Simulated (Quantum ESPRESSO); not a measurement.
# Magnetic state of KMnF3 from several starts, part 2 of 2

Aim: find out which collinear order of KMnF3 costs least.

Quantum ESPRESSO 7.5; PBEsol; plane waves with GBRV 1.5 PBEsol potentials, no spin-orbit coupling.

So far, absolute magnetization (μB): step 2 (start 1: ferro +) 5.01.

### Step 4. Start 3: antiferro q=(1/2,1/2,1/2) +−

This order needs a doubled cell of 10 atoms.

File pw.in:

```
&CONTROL
  calculation = 'scf'
  prefix = 'pwscf'
  outdir = './tmp'
  pseudo_dir = './pseudo'
  disk_io = 'nowf'
/
&SYSTEM
  ibrav = 0
  celldm(1) = 8
  nat = 10
  ntyp = 4
  ecutwfc = 40
  ecutrho = 280
  nbnd = 59
  occupations = 'smearing'
  smearing = 'fd'
  degauss = 0.00367493
  nspin = 2
  starting_magnetization(1) = 0
  starting_magnetization(2) = 0.3
  starting_magnetization(3) = -0.3
  starting_magnetization(4) = 0
/
&ELECTRONS
  conv_thr = 2d-08
  electron_maxstep = 150
  mixing_beta = 0.3
/
ATOMIC_SPECIES
K      39.0983 k_pbesol_v1.4.uspp.F.UPF
Mn1    54.9380 mn_pbesol_v1.5.uspp.F.UPF
Mn2    54.9380 mn_pbesol_v1.5.uspp.F.UPF
F      18.9984 f_pbesol_v1.4.uspp.F.UPF
CELL_PARAMETERS alat
   1.9791574134737    0.0000000000000    0.0000000000000
   0.9895787067368    0.9895787067368    0.0000000000000
   0.9895787067368    0.0000000000000    0.9895787067368
ATOMIC_POSITIONS crystal
K       0.7500000000    0.5000000000    0.5000000000
K       0.2500000000    0.5000000000    0.5000000000
Mn1     0.0000000000    0.0000000000    0.0000000000
Mn2     0.5000000000    0.0000000000    0.0000000000
F       0.2500000000    0.0000000000    0.0000000000
F       0.7500000000    0.0000000000    0.0000000000
F       0.7500000000    0.5000000000    0.0000000000
F       0.2500000000    0.5000000000    0.0000000000
F       0.7500000000    0.0000000000    0.5000000000
F       0.2500000000    0.0000000000    0.5000000000
K_POINTS automatic
3 6 6 0 0 0
```

The run is started by

```bash
> OMP_NUM_THREADS=1 mpirun -n 4 pw.x -nk 4 -in pw.in > pw.out
```

The log of the run:

```text
     [... lines left out ...]
Program PWSCF v.7.5 starts
     [... lines left out ...]
     number of atoms/cell      =           10
     [... lines left out ...]
     number of electrons       =        90.00
     number of Kohn-Sham states=           59
     kinetic-energy cutoff     =      40.0000  Ry
     charge density cutoff     =     280.0000  Ry
     scf convergence threshold =      2.0E-08
     [... lines left out ...]
     48 Sym. Ops., with inversion, found
     [... lines left out ...]
     number of k points=    10  Fermi-Dirac smearing, width (Ry)=  0.0037
     [... lines left out ...]
     iteration # 11     ecut=    40.00 Ry     beta= 0.30
     [... lines left out ...]
     Magnetic moment per site  (integrated on atomic sphere of radius R)
     atom   1 (R=0.289)  charge=  7.7089  magn=  0.0000
     atom   2 (R=0.289)  charge=  7.7089  magn=  0.0000
     atom   3 (R=0.204)  charge= 12.3506  magn=  4.0920
     atom   4 (R=0.204)  charge= 12.3506  magn= -4.0920
     atom   5 (R=0.204)  charge=  6.6655  magn= -0.0000
     atom   6 (R=0.204)  charge=  6.6655  magn= -0.0000
     atom   7 (R=0.204)  charge=  6.6655  magn= -0.0000
     atom   8 (R=0.204)  charge=  6.6655  magn= -0.0000
     atom   9 (R=0.204)  charge=  6.6655  magn= -0.0000
     atom  10 (R=0.204)  charge=  6.6655  magn= -0.0000
     [... lines left out ...]
     the Fermi energy is     7.7448 ev
!    total energy              =    -827.98676743 Ry
     estimated scf accuracy    <          8.6E-09 Ry
     smearing contrib. (-TS)   =      -0.00000000 Ry
     [... lines left out ...]
     total magnetization       =     0.00 Bohr mag/cell
     absolute magnetization    =     9.43 Bohr mag/cell
     convergence has been achieved in  11 iterations
```

Wall time 31 s (4 MPI ranks of AMD EPYC 9R14 (Zen 4), shared host); peak memory 0.85 GiB; 2.1 min of CPU time.

Spin moment in the atom's sphere by atom:

| atom | spin moment in the atom's sphere (μB) |
| --- | --- |
| K1 | 0.00 |
| K2 | 0.00 |
| Mn3 | 4.09 |
| Mn4 | -4.09 |
| F5 | 0.00 |
| F6 | 0.00 |
| F7 | 0.00 |
| F8 | 0.00 |
| F9 | 0.00 |
| F10 | 0.00 |

Numbers from this step:

```yaml
smearing_term_ts: 4.02e-11 eV
magnetization: 0 μB
absolute_magnetization: 9.434 μB
final_state: antiferromagnetic
```

### Step 5. Run 4 (no spin polarisation)

File pw.in:

```
&CONTROL
  calculation = 'scf'
  prefix = 'pwscf'
  outdir = './tmp'
  pseudo_dir = './pseudo'
  disk_io = 'nowf'
/
&SYSTEM
  ibrav = 0
  celldm(1) = 8
  nat = 5
  ntyp = 3
  ecutwfc = 40
  ecutrho = 280
  nbnd = 32
  occupations = 'smearing'
  smearing = 'fd'
  degauss = 0.00367493
/
&ELECTRONS
  conv_thr = 1d-08
  electron_maxstep = 150
  mixing_beta = 0.3
/
ATOMIC_SPECIES
K      39.0983 k_pbesol_v1.4.uspp.F.UPF
Mn     54.9380 mn_pbesol_v1.5.uspp.F.UPF
F      18.9984 f_pbesol_v1.4.uspp.F.UPF
CELL_PARAMETERS alat
   0.9895787067368    0.0000000000000    0.0000000000000
   0.0000000000000    0.9895787067368    0.0000000000000
   0.0000000000000    0.0000000000000    0.9895787067368
ATOMIC_POSITIONS crystal
K       0.5000000000    0.5000000000    0.5000000000
Mn      0.0000000000    0.0000000000    0.0000000000
F       0.5000000000    0.0000000000    0.0000000000
F       0.0000000000    0.5000000000    0.0000000000
F       0.0000000000    0.0000000000    0.5000000000
K_POINTS automatic
6 6 6 0 0 0
```

The log of the run:

```text
     [... lines left out ...]
Program PWSCF v.7.5 starts
     [... lines left out ...]
     number of atoms/cell      =            5
     [... lines left out ...]
     number of electrons       =        45.00
     number of Kohn-Sham states=           32
     kinetic-energy cutoff     =      40.0000  Ry
     charge density cutoff     =     280.0000  Ry
     scf convergence threshold =      1.0E-08
     [... lines left out ...]
     48 Sym. Ops., with inversion, found
     [... lines left out ...]
     number of k points=    20  Fermi-Dirac smearing, width (Ry)=  0.0037
     [... lines left out ...]
     iteration #  9     ecut=    40.00 Ry     beta= 0.30
     [... lines left out ...]
     the Fermi energy is     7.0524 ev
!    total energy              =    -413.77082396 Ry
     estimated scf accuracy    <          8.6E-09 Ry
     smearing contrib. (-TS)   =      -0.00599965 Ry
     [... lines left out ...]
     convergence has been achieved in   9 iterations
```

Wall time 4.6 s (4 MPI ranks); peak memory 0.42 GiB.

Read from the output:

- smearing term TS: 0.08163 eV
- final state: non-magnetic (no spin polarisation)

### Step 6. Energies of the orders

An order is kept where moments of 0.15 μB or more survive with the typed signs; meshes match where a doubled cell samples the same k points as the first cell.

Orders:

| start | final state | typed order kept | energy over the lowest (meV a seeded atom) | largest site moment (μB) | net moment (μB a cell of the first run) | mesh matched | CPU time (s) |
| --- | --- | --- | --- | --- | --- | --- | --- |
| ferro + | ferromagnetic | yes | 83.01 | 4.153 | 5 | yes | 35.81 |
| antiferro q=(0,1/2,1/2) +- | antiferromagnetic | yes | 25.03 | 4.11 | 0 | yes | 213.2 |
| antiferro q=(1/2,1/2,1/2) +- | antiferromagnetic | yes | 0 | 4.092 | 0 | yes | 123.3 |
| no spin polarisation | non-magnetic | - | 3028 | 0 | 0 | yes | 17.34 |

### Step 7. A Heisenberg model

E = −Σ J e·e over ordered pairs of unit vectors, so each pair counts twice. As many shells are taken as there are differences of energy, so the couplings are solved for and no residual tests the model; further shells are folded in, and shells whose pairs keep their relative signs in all orders cancel and are not probed. Couplings from the energies:

| pair | distance (Å) | neighbours an atom | J (meV) |
| --- | --- | --- | --- |
| Mn-Mn | 4.189 | 6 | -6.917 |
| Mn-Mn | 5.925 | 12 | -0.1651 |

### Step 8. The lowest state again, with its states saved

File pw.in:

```
&CONTROL
  calculation = 'scf'
  prefix = 'pwscf'
  outdir = './tmp'
  pseudo_dir = './pseudo'
  disk_io = 'low'
/
&SYSTEM
  ibrav = 0
  celldm(1) = 8
  nat = 10
  ntyp = 4
  ecutwfc = 40
  ecutrho = 280
  nbnd = 63
  occupations = 'smearing'
  smearing = 'fd'
  degauss = 0.00367493
  nspin = 2
  starting_magnetization(1) = 0
  starting_magnetization(2) = 0.3
  starting_magnetization(3) = -0.3
  starting_magnetization(4) = 0
/
&ELECTRONS
  conv_thr = 2d-08
  electron_maxstep = 150
  mixing_beta = 0.3
/
ATOMIC_SPECIES
K      39.0983 k_pbesol_v1.4.uspp.F.UPF
Mn1    54.9380 mn_pbesol_v1.5.uspp.F.UPF
Mn2    54.9380 mn_pbesol_v1.5.uspp.F.UPF
F      18.9984 f_pbesol_v1.4.uspp.F.UPF
CELL_PARAMETERS alat
   1.9791574134737    0.0000000000000    0.0000000000000
   0.9895787067368    0.9895787067368    0.0000000000000
   0.9895787067368    0.0000000000000    0.9895787067368
ATOMIC_POSITIONS crystal
K       0.7500000000    0.5000000000    0.5000000000
K       0.2500000000    0.5000000000    0.5000000000
Mn1     0.0000000000    0.0000000000    0.0000000000
Mn2     0.5000000000    0.0000000000    0.0000000000
F       0.2500000000    0.0000000000    0.0000000000
F       0.7500000000    0.0000000000    0.0000000000
F       0.7500000000    0.5000000000    0.0000000000
F       0.2500000000    0.5000000000    0.0000000000
F       0.7500000000    0.0000000000    0.5000000000
F       0.2500000000    0.0000000000    0.5000000000
K_POINTS automatic
3 6 6 0 0 0
```

The log of the run:

```text
     [... lines left out ...]
Program PWSCF v.7.5 starts
     [... lines left out ...]
     number of atoms/cell      =           10
     [... lines left out ...]
     number of electrons       =        90.00
     number of Kohn-Sham states=           63
     kinetic-energy cutoff     =      40.0000  Ry
     charge density cutoff     =     280.0000  Ry
     scf convergence threshold =      2.0E-08
     [... lines left out ...]
     48 Sym. Ops., with inversion, found
     [... lines left out ...]
     number of k points=    10  Fermi-Dirac smearing, width (Ry)=  0.0037
     [... lines left out ...]
     iteration # 11     ecut=    40.00 Ry     beta= 0.30
     [... lines left out ...]
     Magnetic moment per site  (integrated on atomic sphere of radius R)
     atom   1 (R=0.289)  charge=  7.7089  magn=  0.0000
     atom   2 (R=0.289)  charge=  7.7089  magn=  0.0000
     atom   3 (R=0.204)  charge= 12.3506  magn=  4.0920
     atom   4 (R=0.204)  charge= 12.3506  magn= -4.0920
     atom   5 (R=0.204)  charge=  6.6655  magn= -0.0000
     atom   6 (R=0.204)  charge=  6.6655  magn= -0.0000
     atom   7 (R=0.204)  charge=  6.6655  magn= -0.0000
     atom   8 (R=0.204)  charge=  6.6655  magn= -0.0000
     atom   9 (R=0.204)  charge=  6.6655  magn= -0.0000
     atom  10 (R=0.204)  charge=  6.6655  magn= -0.0000
     [... lines left out ...]
     the Fermi energy is     7.7236 ev
!    total energy              =    -827.98676744 Ry
     estimated scf accuracy    <          8.3E-10 Ry
     smearing contrib. (-TS)   =      -0.00000000 Ry
     [... lines left out ...]
     total magnetization       =     0.00 Bohr mag/cell
     absolute magnetization    =     9.43 Bohr mag/cell
     convergence has been achieved in  11 iterations
```

Elapsed: 32 s, on 4 MPI ranks; peak memory 0.88 GiB; 2.1 min of CPU time.

This step gave:

| Property | Result |
| --- | --- |
| smearing term TS | 3.40e-11 eV |
| magnetization | 0 μB |
| absolute magnetization | 9.434 μB |
| final state | antiferromagnetic |
| largest moment | 4.092 μB |

### Step 9. Projections on atomic orbitals

projwfc.x projects the saved states on orthogonalised atomic orbitals of the pseudopotential files.

The log of the run:

```text
[banner, memory and clock lines left out]
Program PROJWFC v.7.5 starts

     [... lines left out ...]
     IMPORTANT: XC functional enforced from input :
     Exchange-correlation= PBESOL
                           (   1   4  10   8   0   0   0)
     Any further DFT definition will be discarded
     Please, verify this is what you really want

     G-vector sticks info

     Check: negative core charge=   -0.000025

     negative rho (up, down):  3.464E-04 3.464E-04

     Gaussian broadening (read from input): ngauss,degauss=   0    0.010000

     Calling projwave ....

  Problem Sizes
  natomwfc =           66
  nbnd     =           63
  nkstot   =           20
  npwx     =         4279
  nkb      =          120

     Atomic states used for projection
     (read from pseudopotential files):

     state #   1: atom   1 (K  ), wfc  1 (l=0 m= 1)
     state #   2: atom   1 (K  ), wfc  2 (l=1 m= 1)
     state #   3: atom   1 (K  ), wfc  2 (l=1 m= 2)
     state #   4: atom   1 (K  ), wfc  2 (l=1 m= 3)
     state #   5: atom   1 (K  ), wfc  3 (l=0 m= 1)
     state #   6: atom   1 (K  ), wfc  4 (l=1 m= 1)
     state #   7: atom   1 (K  ), wfc  4 (l=1 m= 2)
     state #   8: atom   1 (K  ), wfc  4 (l=1 m= 3)
     state #   9: atom   2 (K  ), wfc  1 (l=0 m= 1)
     state #  10: atom   2 (K  ), wfc  2 (l=1 m= 1)
     state #  11: atom   2 (K  ), wfc  2 (l=1 m= 2)
     state #  12: atom   2 (K  ), wfc  2 (l=1 m= 3)
     state #  13: atom   2 (K  ), wfc  3 (l=0 m= 1)
     state #  14: atom   2 (K  ), wfc  4 (l=1 m= 1)
     state #  15: atom   2 (K  ), wfc  4 (l=1 m= 2)
     state #  16: atom   2 (K  ), wfc  4 (l=1 m= 3)
     state #  17: atom   3 (Mn1), wfc  1 (l=0 m= 1)
     state #  18: atom   3 (Mn1), wfc  2 (l=1 m= 1)
     state #  19: atom   3 (Mn1), wfc  2 (l=1 m= 2)
     state #  20: atom   3 (Mn1), wfc  2 (l=1 m= 3)
     state #  21: atom   3 (Mn1), wfc  3 (l=0 m= 1)
     state #  22: atom   3 (Mn1), wfc  4 (l=2 m= 1)
     state #  23: atom   3 (Mn1), wfc  4 (l=2 m= 2)
     state #  24: atom   3 (Mn1), wfc  4 (l=2 m= 3)
     state #  25: atom   3 (Mn1), wfc  4 (l=2 m= 4)
     state #  26: atom   3 (Mn1), wfc  4 (l=2 m= 5)
     state #  27: atom   3 (Mn1), wfc  5 (l=1 m= 1)
     state #  28: atom   3 (Mn1), wfc  5 (l=1 m= 2)
     state #  29: atom   3 (Mn1), wfc  5 (l=1 m= 3)
     state #  30: atom   4 (Mn2), wfc  1 (l=0 m= 1)
     state #  31: atom   4 (Mn2), wfc  2 (l=1 m= 1)
     state #  32: atom   4 (Mn2), wfc  2 (l=1 m= 2)
     state #  33: atom   4 (Mn2), wfc  2 (l=1 m= 3)
     state #  34: atom   4 (Mn2), wfc  3 (l=0 m= 1)
     state #  35: atom   4 (Mn2), wfc  4 (l=2 m= 1)
     state #  36: atom   4 (Mn2), wfc  4 (l=2 m= 2)
     state #  37: atom   4 (Mn2), wfc  4 (l=2 m= 3)
     state #  38: atom   4 (Mn2), wfc  4 (l=2 m= 4)
     state #  39: atom   4 (Mn2), wfc  4 (l=2 m= 5)
     state #  40: atom   4 (Mn2), wfc  5 (l=1 m= 1)
     state #  41: atom   4 (Mn2), wfc  5 (l=1 m= 2)
     state #  42: atom   4 (Mn2), wfc  5 (l=1 m= 3)
     state #  43: atom   5 (F  ), wfc  1 (l=0 m= 1)
     state #  44: atom   5 (F  ), wfc  2 (l=1 m= 1)
     state #  45: atom   5 (F  ), wfc  2 (l=1 m= 2)
     state #  46: atom   5 (F  ), wfc  2 (l=1 m= 3)
     state #  47: atom   6 (F  ), wfc  1 (l=0 m= 1)
     state #  48: atom   6 (F  ), wfc  2 (l=1 m= 1)
     state #  49: atom   6 (F  ), wfc  2 (l=1 m= 2)
     state #  50: atom   6 (F  ), wfc  2 (l=1 m= 3)
     state #  51: atom   7 (F  ), wfc  1 (l=0 m= 1)
     state #  52: atom   7 (F  ), wfc  2 (l=1 m= 1)
     state #  53: atom   7 (F  ), wfc  2 (l=1 m= 2)
     state #  54: atom   7 (F  ), wfc  2 (l=1 m= 3)
     state #  55: atom   8 (F  ), wfc  1 (l=0 m= 1)
     state #  56: atom   8 (F  ), wfc  2 (l=1 m= 1)
     state #  57: atom   8 (F  ), wfc  2 (l=1 m= 2)
     state #  58: atom   8 (F  ), wfc  2 (l=1 m= 3)
     state #  59: atom   9 (F  ), wfc  1 (l=0 m= 1)
     state #  60: atom   9 (F  ), wfc  2 (l=1 m= 1)
     state #  61: atom   9 (F  ), wfc  2 (l=1 m= 2)
     state #  62: atom   9 (F  ), wfc  2 (l=1 m= 3)
[...]
polarization =   4.6671, s =  0.0165, p =  0.0175, d =  4.6331,
     Atom #   4: total charge =  14.3838, s =  2.2542, p =  6.8368, d =  5.2928,
                 spin up      =   4.8583, s =  1.1188,
                 spin up      =   4.8583, p =  3.4097, pz=  1.1366, px=  1.1366, py=  1.1366,
                 spin up      =   4.8583, d =  0.3298, dz2=  0.1080, dxz=  0.0379, dyz=  0.0379, dx2-y2=  0.1080, dxy=  0.0379,
                 spin down    =   9.5254, s =  1.1353,
                 spin down    =   9.5254, p =  3.4271, pz=  1.1424, px=  1.1424, py=  1.1424,
                 spin down    =   9.5254, d =  4.9630, dz2=  0.9860, dxz=  0.9970, dyz=  0.9970, dx2-y2=  0.9860, dxy=  0.9970,
                 polarization =  -4.6671, s = -0.0165, p = -0.0175, d = -4.6331,
     Atom #   5: total charge =   7.3761, s =  1.7978, p =  5.5783, d =  0.0000,
                 spin up      =   3.6881, s =  0.8989,
                 spin up      =   3.6881, p =  2.7892, pz=  0.9535, px=  0.8821, py=  0.9535,
                 spin up      =   3.6881, d =  0.0000, dz2=  0.0000, dxz=  0.0000, dyz=  0.0000, dx2-y2=  0.0000, dxy=  0.0000,
                 spin down    =   3.6881, s =  0.8989,
                 spin down    =   3.6881, p =  2.7892, pz=  0.9535, px=  0.8821, py=  0.9535,
                 spin down    =   3.6881, d =  0.0000, dz2=  0.0000, dxz=  0.0000, dyz=  0.0000, dx2-y2=  0.0000, dxy=  0.0000,
                 polarization =  -0.0000, s = -0.0000, p = -0.0000, d =  0.0000,
     Atom #   6: total charge =   7.3761, s =  1.7978, p =  5.5783, d =  0.0000,
                 spin up      =   3.6881, s =  0.8989,
                 spin up      =   3.6881, p =  2.7892, pz=  0.9535, px=  0.8821, py=  0.9535,
                 spin up      =   3.6881, d =  0.0000, dz2=  0.0000, dxz=  0.0000, dyz=  0.0000, dx2-y2=  0.0000, dxy=  0.0000,
                 spin down    =   3.6881, s =  0.8989,
                 spin down    =   3.6881, p =  2.7892, pz=  0.9535, px=  0.8821, py=  0.9535,
                 spin down    =   3.6881, d =  0.0000, dz2=  0.0000, dxz=  0.0000, dyz=  0.0000, dx2-y2=  0.0000, dxy=  0.0000,
                 polarization =  -0.0000, s = -0.0000, p = -0.0000, d =  0.0000,
     Atom #   7: total charge =   7.3761, s =  1.7978, p =  5.5783, d =  0.0000,
                 spin up      =   3.6881, s =  0.8989,
                 spin up      =   3.6881, p =  2.7892, pz=  0.9535, px=  0.9535, py=  0.8821,
                 spin up      =   3.6881, d =  0.0000, dz2=  0.0000, dxz=  0.0000, dyz=  0.0000, dx2-y2=  0.0000, dxy=  0.0000,
                 spin down    =   3.6881, s =  0.8989,
                 spin down    =   3.6881, p =  2.7892, pz=  0.9535, px=  0.9535, py=  0.8821,
                 spin down    =   3.6881, d =  0.0000, dz2=  0.0000, dxz=  0.0000, dyz=  0.0000, dx2-y2=  0.0000, dxy=  0.0000,
                 polarization =  -0.0000, s = -0.0000, p = -0.0000, d =  0.0000,
     Atom #   8: total charge =   7.3761, s =  1.7978, p =  5.5783, d =  0.0000,
                 spin up      =   3.6881, s =  0.8989,
                 spin up      =   3.6881, p =  2.7892, pz=  0.9535, px=  0.9535, py=  0.8821,
                 spin up      =   3.6881, d =  0.0000, dz2=  0.0000, dxz=  0.0000, dyz=  0.0000, dx2-y2=  0.0000, dxy=  0.0000,
                 spin down    =   3.6881, s =  0.8989,
                 spin down    =   3.6881, p =  2.7892, pz=  0.9535, px=  0.9535, py=  0.8821,
                 spin down    =   3.6881, d =  0.0000, dz2=  0.0000, dxz=  0.0000, dyz=  0.0000, dx2-y2=  0.0000, dxy=  0.0000,
                 polarization =  -0.0000, s = -0.0000, p = -0.0000, d =  0.0000,
     Atom #   9: total charge =   7.3761, s =  1.7978, p =  5.5783, d =  0.0000,
                 spin up      =   3.6881, s =  0.8989,
                 spin up      =   3.6881, p =  2.7892, pz=  0.8821, px=  0.9535, py=  0.9535,
                 spin up      =   3.6881, d =  0.0000, dz2=  0.0000, dxz=  0.0000, dyz=  0.0000, dx2-y2=  0.0000, dxy=  0.0000,
                 spin down    =   3.6881, s =  0.8989,
                 spin down    =   3.6881, p =  2.7892, pz=  0.8821, px=  0.9535, py=  0.9535,
                 spin down    =   3.6881, d =  0.0000, dz2=  0.0000, dxz=  0.0000, dyz=  0.0000, dx2-y2=  0.0000, dxy=  0.0000,
                 polarization =  -0.0000, s = -0.0000, p = -0.0000, d =  0.0000,
     Atom #  10: total charge =   7.3761, s =  1.7978, p =  5.5783, d =  0.0000,
                 spin up      =   3.6881, s =  0.8989,
                 spin up      =   3.6881, p =  2.7892, pz=  0.8821, px=  0.9535, py=  0.9535,
                 spin up      =   3.6881, d =  0.0000, dz2=  0.0000, dxz=  0.0000, dyz=  0.0000, dx2-y2=  0.0000, dxy=  0.0000,
                 spin down    =   3.6881, s =  0.8989,
                 spin down    =   3.6881, p =  2.7892, pz=  0.8821, px=  0.9535, py=  0.9535,
```

Elapsed: 2.6 s, on 4 MPI ranks; peak memory 0.54 GiB.

| atom | moment in the sphere (μB) | Löwdin moment (μB) | Löwdin charge (e) |
| --- | --- | --- | --- |
| K1 | 0.000 | 0.000 | 8.403 |
| K2 | 0.000 | 0.000 | 8.403 |
| Mn3 | 4.092 | 4.667 | 14.384 |
| Mn4 | -4.092 | -4.667 | 14.384 |
| F5 | 0.000 | 0.000 | 7.376 |
| F6 | 0.000 | 0.000 | 7.376 |
| F7 | 0.000 | 0.000 | 7.376 |
| F8 | 0.000 | 0.000 | 7.376 |
| F9 | 0.000 | 0.000 | 7.376 |
| F10 | 0.000 | 0.000 | 7.376 |

### Step 10. Results

| Property | Result |
| --- | --- |
| lowest state found | antiferromagnetic (from antiferro q=(1/2,1/2,1/2) +-) |
| largest site moment | 4.09 μB |
| next state with moments | antiferromagnetic, 25.0 meV a seeded atom higher |
| state without moments | 3028 meV a seeded atom higher |
| J of the weightiest shell (Mn-Mn, 4.19 Å; E = −Σ J e·e, ordered pairs) | -6.92 meV |

**Reading.** Forming the moments gains more than four times the spread of the orders, as local moments do. The largest moment changes by 1.5 % between the kept orders, as for well localised moments. The largest moment reads 4.09 μB in the sphere and 4.67 μB by Löwdin projection; a site moment hangs on how space is shared out. This is the lowest of 4 collinear or spinless starts, no proof of the ground state. No Hubbard term acts here. In such compounds local and semilocal functionals without one often delocalise the d electrons, and can shrink or lose moments and miss the size, sign and order of the couplings.

[Logs and program files are shortened in this print: banners, set-up blocks, solver, clock and traceback lines can be left out without a mark of their own.]

[Logs are printed without paths, hosts, clocks, repeated set-up lines and the standing remarks that a program may print on its own settings, such as how far it seeks lower states.]

[Hosts, paths, dates, database ids (printed as entryN), source tags and the programs' standing remarks are cut or masked in the printed files.]

[Where a cell is said to come from a database of computed structures, the database is the Materials Project.]
